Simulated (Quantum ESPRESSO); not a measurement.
# E(q) of MnPt from supercells

Wanted: E(q) of MnPt at simple fractions of a reciprocal vector.

Main program and level: Quantum ESPRESSO 7.5; LDA; plane waves with GBRV 1.5 LDA potentials, no spin-orbit coupling, flat spiral in a supercell.

## Step 1: Set-up

It takes space group P4/mmm (No. 123, tetragonal). Conventional cell: a = 2.830 Å, b = 2.830 Å, c = 3.660 Å, α = 90.00°, β = 90.00°, γ = 90.00°. Nearest to Mn lie 8 Pt at 2.71 Å and 4 Mn at 2.83 Å. Nearest to Pt lie 8 Mn at 2.71 Å and 4 Pt at 2.83 Å. Farther neighbours are not listed.

The cell comes from the Crystallography Open Database.

## Step 2: Parallel moments, one cell

Contents of pw.in:

```
&CONTROL
  calculation = 'scf'
  prefix = 'pwscf'
  outdir = './tmp'
  pseudo_dir = './pseudo'
  disk_io = 'nowf'
/
&SYSTEM
  ibrav = 0
  celldm(1) = 8
  nat = 2
  ntyp = 2
  ecutwfc = 34
  ecutrho = 238
  nbnd = 46
  occupations = 'smearing'
  smearing = 'fd'
  degauss = 0.00367493
  noncolin = .true.
  starting_magnetization(1) = 0.2333
  angle1(1) = 90
  angle2(1) = 0
  starting_magnetization(2) = 0
/
&ELECTRONS
  conv_thr = 4d-09
  electron_maxstep = 150
  mixing_beta = 0.3
/
ATOMIC_SPECIES
Mn     54.9380 mn_lda_v1.5.uspp.F.UPF
Pt    195.0840 pt_lda_v1.4.uspp.F.UPF
CELL_PARAMETERS alat
   0.6684906165864    0.0000000000000    0.0000000000000
   0.0000000000000    0.6684906165864    0.0000000000000
   0.0000000000000    0.0000000000000    0.8645497020163
ATOMIC_POSITIONS crystal
Mn      0.0000000000    0.0000000000    0.0000000000
Pt      0.5000000000    0.5000000000    0.5000000000
K_POINTS automatic
12 6 6 0 0 0
```

Launch:

```bash
$ OMP_NUM_THREADS=1 mpirun -n 4 pw.x -nk 4 -in pw.in > pw.out
```

The runs that follow: one turn in 2 cells along the input cell's a; one turn in 3 cells along the input cell's a; one turn in 4 cells along the input cell's a; what a mistake does; the spirals together.

What does the calculation give for the lowest point?

The state at q = 0.5 lies 242 meV a seeded atom under the parallel one, with neighbouring cells opposed. The moment changes by 0.22 % between the spirals. The cell of 4 repeats took 16 times the CPU time of the single cell, though its mesh is shorter in proportion.

- lowest point: q = 0.5 along a*, -242 meV a seeded atom
- highest point: q = 0, 0 meV a seeded atom

Here a and a* are vectors of the cell in the input, which need not be the conventional cell, and only this direction was probed. The mesh is coarse, so differences of some ten meV can be noise in a metal. The cutoff lies under the 40 Ry that these files are usually run at.

[Logs and program files are shortened in this print: banners, set-up blocks, solver, clock and traceback lines can be left out without a mark of their own.]

[Logs are printed without paths, hosts, clocks, repeated set-up lines and the standing remarks that a program may print on its own settings, such as how far it seeks lower states.]

[Hosts, paths, dates, database ids (printed as entryN), source tags and the programs' standing remarks are cut or masked in the printed files.]

[Where a cell is said to come from a database of computed structures, the database is the Materials Project.]
